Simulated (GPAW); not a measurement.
# Work function of V2NOS MXene monolayer at several levels

Aim: the work function of both faces of V2NOS MXene monolayer, and its spread over functionals and bases.

Calculated with GPAW 26.7.0; GPAW, PAW setups; layer in a repeated cell with vacuum, relaxation of atoms and in-plane cell, in the first sound run; inputs show where later runs differ.

**1. The starting structure**

The cell holds 5 atoms: 1 S, 2 V, 1 N and 1 O. Cell: a = 2.941 Å, b = 2.941 Å, c = 21.180 Å, α = 90.0°, β = 90.0°, γ = 120.0°. Vacuum lies along c.

**2. Relaxation**

The atoms are relaxed first, since the surface dipole, and with it the work function, follows the positions of the outer layers.

run.py reads:

```python
import json
import numpy as np
from ase import Atoms
from ase.filters import FrechetCellFilter
from ase.optimize import BFGS
from gpaw import GPAW, PW

slab = Atoms(
    ['S', 'V', 'N', 'V', 'O'],
    positions=[
        [-0.00000, 1.69779, 8.00000],
        [1.47033, 0.84889, 9.73432],
        [0.00000, 0.00000, 10.89462],
        [-0.00000, 1.69779, 12.05492],
        [1.47033, 0.84889, 13.18048]],
    cell=[[2.94065, 0.0, 0.0], [-1.47033, 2.54668, 0.0], [0.0, 0.0, 21.1805]],
    pbc=[True, True, True],
    magmoms=[0.0, 2.0, 0.0, 2.0, 0.0])

slab.calc = GPAW(mode=PW(600), xc='PBE', kpts={'size': (12, 12, 1), 'gamma': True},
                 occupations={'name': 'fermi-dirac', 'width': 0.05}, nbands='160%',
                 convergence={'density': 1e-05}, maxiter=200,
                 symmetry={'tolerance': 1e-3}, txt='slab.txt')
result = {}
# The in-plane cell is free; stress needs a cell that repeats along all three vectors
path = []
opt = BFGS(FrechetCellFilter(slab, mask=[1, 1, 0, 0, 0, 1]), maxstep=0.2)
opt.attach(lambda: path.append((slab.get_potential_energy(), slab.positions.tolist(), slab.get_forces().tolist())))
result['relaxed'] = bool(opt.run(fmax=0.02, steps=45))
result['path'] = path
result['cell'] = slab.cell.tolist()
print('in-plane lattice', slab.cell.cellpar().round(4)[[0, 1, 5]])
energy = slab.get_potential_energy()
fermi = slab.calc.get_fermi_level()
v = slab.calc.get_electrostatic_potential().mean((0, 1)) - fermi
n = slab.calc.get_pseudo_density().mean((0, 1))
L = slab.cell[2, 2]
z = np.arange(len(v)) * L / len(v)
low, high = slab.positions[:, 2].min(), slab.positions[:, 2].max()
below, above = np.interp([low - 5.8, high + 5.8], z, v)
slopes = [np.interp(x, z, np.gradient(v, z)) for x in (low - 5.8, high + 5.8)]
eps = np.array([[slab.calc.get_eigenvalues(k, s) for k in range(len(slab.calc.get_ibz_k_points()))]
                for s in range(slab.calc.get_number_of_spins())]) - fermi
top, bottom = eps[eps < 0].max(), eps[eps > 0].min()
dipole = slab.get_dipole_moment()[2]
print(f'energy {energy:.4f} eV, Fermi level {fermi:.4f} eV, dipole {dipole:.5f} e A')
print(f'potential 5.8 A off the faces, from the Fermi level: lower {below:.4f} eV, upper {above:.4f} eV')
print(f'slope of the potential there: lower {slopes[0]:.5f}, upper {slopes[1]:.5f} eV/A')
print(f'nearest levels on the mesh: {top:.4f} and {bottom:.4f} eV')
print('magnetic moment', round(slab.get_magnetic_moment(), 3))
result.update(energy=energy, fermi=fermi, dipole=dipole, below=below, above=above, slopes=slopes, edges=[top, bottom],
              z=z.tolist(), v=v.tolist(), n=n.tolist(), positions=slab.positions.tolist(),
              forces=slab.get_forces(apply_constraint=False).tolist(), moments=slab.get_magnetic_moments().tolist())
json.dump(result, open('result.json', 'w'))
```

Launch:

```
$ OMP_NUM_THREADS=1 OPENBLAS_NUM_THREADS=1 python run.py
```

What it wrote:

```text
Step          Energy          fmax
BFGS:    0      -40.569536        1.957977
BFGS:    1      -40.659572        1.438574
BFGS:    2      -40.762882        0.405823
BFGS:    3      -40.767711        0.303744
BFGS:    4      -40.785013        0.366398
BFGS:    5      -40.794552        0.456060
BFGS:    6      -40.778846        1.526356
BFGS:    7      -40.815927        0.474193
BFGS:    8      -40.832461        0.218596
BFGS:    9      -40.836462        0.102439
BFGS:   10      -40.837532        0.060425
BFGS:   11      -40.837642        0.020590
BFGS:   12      -40.837658        0.016029
in-plane lattice [  2.9576   2.9576 120.0001]
energy -40.8258 eV, Fermi level -0.5591 eV, dipole -0.06937 e A
potential 5.8 A off the faces, from the Fermi level: lower 5.5842 eV, upper 5.9532 eV
slope of the potential there: lower -0.07805, upper -0.07800 eV/A
nearest levels on the mesh: -0.0024 and 0.0494 eV
magnetic moment -0.0
```

It took 61 min on 1 thread of Arm Neoverse V1, shared host; peak memory 0.74 GiB.

Numbers from this step:

| Property | Result |
| --- | --- |
| dipole along the normal | -0.06937 e·Å |
| levels nearest the Fermi level on the mesh | -0.002449, 0.04944 eV from the Fermi level |
| sum of the site moments | 0 μB |

The electrostatic potential energy of an electron (without an applied field's), less the Fermi level, planar mean oscillates, so the rows of the table below give means over windows of 0.5 Å about each position, cut where the curve ends. Its maxima inside the range that stand out by 2 % of the span (Å: eV): 8.91: -5.02, 10.41: -9.34, 11.30: -8.92, 12.62: -10.2. Its minima: 8.21: -22.4, 9.80: -18.1, 10.86: -15.5, 12.00: -18.2, 12.97: -12.5.

Table of electrostatic potential energy of an electron (without an applied field's), less the Fermi level, planar mean by z; means over each step:

z (Å), electrostatic potential energy of an electron (without an applied field's), less the Fermi level, planar mean (eV) and a bar from the least value:
```
      0.0        5.8 #############################
      0.5        5.7 #############################
      1.0        5.7 #############################
      1.5        5.7 #############################
      2.0        5.6 #############################
      2.5        5.6 #############################
      3.0        5.5 #############################
      3.5        5.5 #############################
      4.0        5.5 #############################
      4.5        5.4 #############################
      5.0        5.4 #############################
      5.5        5.3 #############################
      6.0        5.2 #############################
      6.5        4.9 ############################
      7.0        3.6 ###########################
      7.5       -2.5 ###################
      8.0      -17.9 
      8.5      -13.7 #####
      9.0       -6.0 ###############
      9.5      -13.9 #####
     10.0      -15.4 ###
     10.5      -10.6 #########
     11.0      -13.2 ######
     11.5      -10.8 #########
     12.0      -17.2 #
     12.5      -12.1 #######
     13.0      -10.5 #########
     13.5        0.8 #######################
     14.0        5.5 #############################
     14.5        6.2 ##############################
     15.0        6.2 ##############################
     15.5        6.2 ##############################
     16.0        6.2 ##############################
     16.5        6.1 ##############################
     17.0        6.1 ##############################
     17.5        6.1 ##############################
     18.0        6.0 ##############################
     18.5        6.0 ##############################
     19.0        5.9 ##############################
     19.5        5.9 ##############################
     20.0        5.9 ##############################
     20.5        5.8 #############################
     21.0        5.8 #############################
```

Pseudo valence density, planar mean against z:

```csv
z (Å),"pseudo valence density, planar mean (e/Å³)"
5.0,1.4e-4
5.5,6.8e-4
6.0,0.00329
6.5,0.0169
7.0,0.0850
7.5,0.315
8.0,0.455
8.5,0.544
9.0,0.446
9.5,1.30
10.0,1.55
10.5,0.724
11.0,0.791
11.5,0.756
12.0,1.99
12.5,0.967
13.0,0.984
13.5,0.397
14.0,0.0596
14.5,0.00854
15.0,0.00132
15.5,2.3e-4
16.0,4.0e-5
```

The relaxation lowered the energy of the cell by 0.270 eV (energies extrapolated to zero smearing; the optimiser's log prints free energies). The largest force left on a free atom is 0.016 eV/Å.

**3. Plane waves, PBE**

With the geometry fixed, the planar mean of the potential gives the vacuum level on each side.

This step: GPAW, PAW setups; slab in vacuum (GPAW 26.7.0).

The cell differs from the one that the last finished run ended in (c 21.180 → 20.852 Å).

run.py: that of step 2 with these lines changed.

```diff
@@ -3,4 +3,2 @@
 from ase import Atoms
-from ase.filters import FrechetCellFilter
-from ase.optimize import BFGS
 from gpaw import GPAW, PW
@@ -10,24 +8,17 @@
     positions=[
-        [-0.00000, 1.69779, 8.00000],
-        [1.47033, 0.84889, 9.73432],
-        [0.00000, 0.00000, 10.89462],
-        [-0.00000, 1.69779, 12.05492],
-        [1.47033, 0.84889, 13.18048]],
-    cell=[[2.94065, 0.0, 0.0], [-1.47033, 2.54668, 0.0], [0.0, 0.0, 21.1805]],
-    pbc=[True, True, True],
+        [0.00000, 1.70757, 8.00000],
+        [1.47880, 0.85378, 9.61857],
+        [-0.00000, 0.00000, 10.72493],
+        [0.00000, 1.70757, 11.86711],
+        [1.47880, 0.85378, 12.85249]],
+    cell=[[2.9576, 0.0, 0.0], [-1.4788, 2.56136, 0.0], [0.0, 0.0, 20.8525]],
+    pbc=[True, True, False],
     magmoms=[0.0, 2.0, 0.0, 2.0, 0.0])
 
-slab.calc = GPAW(mode=PW(600), xc='PBE', kpts={'size': (12, 12, 1), 'gamma': True},
+slab.calc = GPAW(mode=PW(500), xc='PBE', kpts={'size': (12, 12, 1), 'gamma': True},
                  occupations={'name': 'fermi-dirac', 'width': 0.05}, nbands='160%',
                  convergence={'density': 1e-05}, maxiter=200,
+                 poissonsolver={'dipolelayer': 'xy'},
                  symmetry={'tolerance': 1e-3}, txt='slab.txt')
 result = {}
-# The in-plane cell is free; stress needs a cell that repeats along all three vectors
-path = []
-opt = BFGS(FrechetCellFilter(slab, mask=[1, 1, 0, 0, 0, 1]), maxstep=0.2)
-opt.attach(lambda: path.append((slab.get_potential_energy(), slab.positions.tolist(), slab.get_forces().tolist())))
-result['relaxed'] = bool(opt.run(fmax=0.02, steps=45))
-result['path'] = path
-result['cell'] = slab.cell.tolist()
-print('in-plane lattice', slab.cell.cellpar().round(4)[[0, 1, 5]])
 energy = slab.get_potential_energy()
```

What it wrote:

```text
energy -40.0448 eV, Fermi level -0.4855 eV, dipole -0.04814 e A
potential 5.8 A off the faces, from the Fermi level: lower 5.2146 eV, upper 6.3598 eV
slope of the potential there: lower -0.00053, upper 0.00037 eV/A
nearest levels on the mesh: -0.0026 and 0.0514 eV
magnetic moment 0.001
```

It took 5.9 min on 1 thread; peak memory 0.32 GiB.

This step gave:

| Item | Value |
| --- | --- |
| dipole along the normal | -0.04814 e·Å |
| levels nearest the Fermi level on the mesh | -0.002589, 0.05139 eV from the Fermi level |
| upper work function | 6.360 eV |
| lower work function | 5.215 eV |
| site moments | 2.04e-5, -1.87e-4, -8.93e-6, 9.20e-4, -1.09e-6 μB |

The electrostatic potential energy of an electron (without an applied field's), less the Fermi level, planar mean oscillates, so the rows of the table below give means over windows of 0.5 Å about each position, cut where the curve ends. Its maxima inside the range that stand out by 2 % of the span (Å: eV): 8.79: -5.00, 10.33: -9.43, 11.20: -8.87, 12.45: -10.2. Its minima: 8.01: -22.6, 9.65: -18.1, 10.72: -15.7, 11.87: -18.3, 12.74: -12.3.

Electrostatic potential energy of an electron (without an applied field's), less the Fermi level, planar mean against z; means over each step:

z (Å), electrostatic potential energy of an electron (without an applied field's), less the Fermi level, planar mean (eV) and a bar from the least value:
```
      0.0        5.6 #############################
      0.5        5.3 #############################
      1.0        5.2 #############################
      1.5        5.2 #############################
      2.0        5.2 #############################
      2.5        5.2 #############################
      3.0        5.2 #############################
      3.5        5.2 #############################
      4.0        5.2 #############################
      4.5        5.2 #############################
      5.0        5.2 #############################
      5.5        5.2 #############################
      6.0        5.1 #############################
      6.5        4.7 ############################
      7.0        2.4 ##########################
      7.5       -6.9 ###############
      8.0      -20.0 
      8.5       -9.3 ############
      9.0       -7.5 ##############
      9.5      -16.3 ####
     10.0      -12.9 ########
     10.5      -12.2 #########
     11.0      -11.4 ##########
     11.5      -13.2 ########
     12.0      -16.5 ####
     12.5      -11.1 ##########
     13.0       -7.7 ##############
     13.5        3.3 ###########################
     14.0        5.9 #############################
     14.5        6.3 ##############################
     15.0        6.3 ##############################
     15.5        6.4 ##############################
     16.0        6.4 ##############################
     16.5        6.4 ##############################
     17.0        6.4 ##############################
     17.5        6.4 ##############################
     18.0        6.4 ##############################
     18.5        6.4 ##############################
     19.0        6.4 ##############################
     19.5        6.4 ##############################
     20.0        6.4 ##############################
     20.5        6.2 ##############################
```

Pseudo valence density, planar mean against z:

```csv
z (Å),"pseudo valence density, planar mean (e/Å³)"
4,1.2e-5
5,2.4e-4
6,0.00572
7,0.138
8,0.453
9,0.532
10,1.07
11,0.743
12,1.82
13,0.872
14,0.0321
15,7.6e-4
16,2.4e-5
```

The potential is flat to 5.3e-4 eV/Å where it is read, so the vacuum is wide enough.

**4. Self-consistent run: xc = "revPBE"**

The same geometry under revPBE, to see how far the functional moves the levels against the vacuum.

run.py: that of step 3 with these lines changed.

```diff
@@ -17,3 +17,3 @@
 
-slab.calc = GPAW(mode=PW(500), xc='PBE', kpts={'size': (12, 12, 1), 'gamma': True},
+slab.calc = GPAW(mode=PW(500), xc='revPBE', kpts={'size': (12, 12, 1), 'gamma': True},
                  occupations={'name': 'fermi-dirac', 'width': 0.05}, nbands='160%',
```

What it wrote:

```text
energy -38.1432 eV, Fermi level -0.3758 eV, dipole -0.04728 e A
potential 5.8 A off the faces, from the Fermi level: lower 5.1026 eV, upper 6.2272 eV
slope of the potential there: lower -0.00053, upper 0.00037 eV/A
nearest levels on the mesh: -0.0146 and 0.0058 eV
magnetic moment 0.289
```

The job ended after 4.2 min (1 thread; peak memory 0.32 GiB).

Numbers from this step:

```yaml
dipole_along_the_normal: -0.04728 e·Å
levels_nearest_the_fermi_level_on_the_mesh: -0.01461, 0.005780 eV from the Fermi level
upper_work_function: 6.227 eV
lower_work_function: 5.103 eV
site_moments: 0.01122, -0.1033, -0.003517, 0.3725, -0.003088 μB
sum_of_the_site_moments: 0.2738 μB
```

The electrostatic potential energy of an electron (without an applied field's), less the Fermi level, planar mean oscillates, so the rows of the table below give means over windows of 0.5 Å about each position, cut where the curve ends. Its maxima inside the range that stand out by 2 % of the span (Å: eV): 8.79: -5.08, 10.33: -9.52, 11.20: -8.96, 12.45: -10.3. Its minima: 8.01: -22.7, 9.65: -18.1, 10.72: -15.8, 11.87: -18.3, 12.74: -12.4.

Electrostatic potential energy of an electron (without an applied field's), less the Fermi level, planar mean against z; means over each step:

```csv
z (Å),"electrostatic potential energy of an electron (without an applied field's), less the Fermi level, planar mean (eV)"
0.0,5.46
0.5,5.14
1.0,5.10
1.5,5.10
2.0,5.10
2.5,5.10
3.0,5.10
3.5,5.10
4.0,5.10
4.5,5.10
5.0,5.10
5.5,5.08
6.0,4.99
6.5,4.55
7.0,2.37
7.5,-6.96
8.0,-20.1
8.5,-9.34
9.0,-7.58
9.5,-16.4
10.0,-13.0
10.5,-12.3
11.0,-11.5
11.5,-13.3
12.0,-16.6
12.5,-11.2
13.0,-7.80
13.5,3.20
14.0,5.77
14.5,6.15
15.0,6.21
15.5,6.22
16.0,6.22
16.5,6.23
17.0,6.23
17.5,6.23
18.0,6.23
18.5,6.23
19.0,6.23
19.5,6.23
20.0,6.23
20.5,6.11
```

The pseudo valence density, planar mean by z:

z (Å), pseudo valence density, planar mean (e/Å³) and a bar:
```
     0.00       0.00 
     0.58       0.00 
     1.16       0.00 
     1.74       0.00 
     2.32       0.00 
     2.70       0.00 
     3.28       0.00 
     3.86       0.00 
     4.44       0.00 
     5.02       0.00 
     5.60       0.00 
     6.18       0.01 
     6.76       0.06 #
     7.34       0.32 #####
     7.72       0.47 #######
     8.30       0.55 #########
     8.88       0.45 #######
     9.46       1.72 ###########################
    10.04       0.95 ###############
    10.62       0.80 ############
    11.20       0.67 ##########
    11.78       1.92 ##############################
    12.36       0.92 ##############
    12.94       0.95 ###############
    13.32       0.41 ######
    13.90       0.04 #
    14.48       0.00 
    15.06       0.00 
    15.64       0.00 
    16.22       0.00 
    16.80       0.00 
    17.38       0.00 
    17.96       0.00 
    18.34       0.00 
    18.92       0.00 
    19.50       0.00 
    20.08       0.00 
    20.66       0.00
```

Site moment by atom:

| atom | site moment (μB) |
| --- | --- |
| S1 | 0.011 |
| V2 | -0.103 |
| N3 | -0.004 |
| V4 | 0.373 |
| O5 | -0.003 |

Force by atom:

```csv
atom,x (eV/Å),y (eV/Å),z (eV/Å),size
S1,0.000,0.000,-0.155,0.155
V2,0.000,0.000,-0.152,0.152
N3,0.000,0.000,-0.015,0.015
V4,0.000,0.000,0.118,0.118
O5,0.000,0.000,0.296,0.296
```

The upper face's work function is 6.227 eV, against 6.360 eV in the first plane-wave PBE run at this geometry.

**5. Self-consistent run: xc = "LDA"**

The same geometry under LDA, to see how far the functional moves the levels against the vacuum.

run.py: that of step 4 with these lines changed.

```diff
@@ -17,3 +17,3 @@
 
-slab.calc = GPAW(mode=PW(500), xc='revPBE', kpts={'size': (12, 12, 1), 'gamma': True},
+slab.calc = GPAW(mode=PW(500), xc='LDA', kpts={'size': (12, 12, 1), 'gamma': True},
                  occupations={'name': 'fermi-dirac', 'width': 0.05}, nbands='160%',
```

What it wrote:

```text
energy -44.8830 eV, Fermi level -0.8025 eV, dipole -0.05291 e A
potential 5.8 A off the faces, from the Fermi level: lower 5.4719 eV, upper 6.7310 eV
slope of the potential there: lower -0.00054, upper 0.00038 eV/A
nearest levels on the mesh: -0.0040 and 0.0560 eV
magnetic moment -0.0
```

Run time: 3.1 min. Hardware: 1 thread; peak memory 0.31 GiB.

Numbers from this step:

```yaml
dipole_along_the_normal: -0.05291 e·Å
levels_nearest_the_fermi_level_on_the_mesh: -0.003972, 0.05600 eV from the Fermi level
upper_work_function: 6.731 eV
lower_work_function: 5.472 eV
sum_of_the_site_moments: 0 μB
```

The upper face's work function is 6.731 eV, against 6.360 eV in the first plane-wave PBE run at this geometry.

**6. OptPBE vdW: xc = "optPBE-vdW"**

The same geometry under optPBE-vdW, to see how far the functional moves the levels against the vacuum (the van der Waals functionals take revPBE setups).

run.py: that of step 5 with these lines changed.

```diff
@@ -17,3 +17,3 @@
 
-slab.calc = GPAW(mode=PW(500), xc='LDA', kpts={'size': (12, 12, 1), 'gamma': True},
+slab.calc = GPAW(mode=PW(500), xc='optPBE-vdW', kpts={'size': (12, 12, 1), 'gamma': True},
                  occupations={'name': 'fermi-dirac', 'width': 0.05}, nbands='160%',
```

What it wrote:

```text
energy -65.8434 eV, Fermi level -0.6996 eV, dipole -0.05018 e A
potential 5.8 A off the faces, from the Fermi level: lower 5.4644 eV, upper 6.6582 eV
slope of the potential there: lower -0.00055, upper 0.00038 eV/A
nearest levels on the mesh: -0.0091 and 0.0554 eV
magnetic moment -0.001
```

Wall time 5.1 min (1 thread); peak memory 0.47 GiB.

This step gave:

```yaml
dipole_along_the_normal: -0.05018 e·Å
levels_nearest_the_fermi_level_on_the_mesh: -0.009054, 0.05536 eV from the Fermi level
upper_work_function: 6.658 eV
lower_work_function: 5.464 eV
site_moments: -2.77e-5, 3.13e-4, 1.51e-5, -0.001211, 1.34e-5 μB
```

The upper face's work function is 6.658 eV, against 6.360 eV in the first plane-wave PBE run at this geometry.

[end of part 1 of 2]

[Logs are printed without paths, hosts, clocks, repeated set-up lines and the standing remarks that a program may print on its own settings, such as how far it seeks lower states.]

[Hosts, paths, dates, database ids (printed as entryN), source tags and the programs' standing remarks are cut or masked in the printed files.]
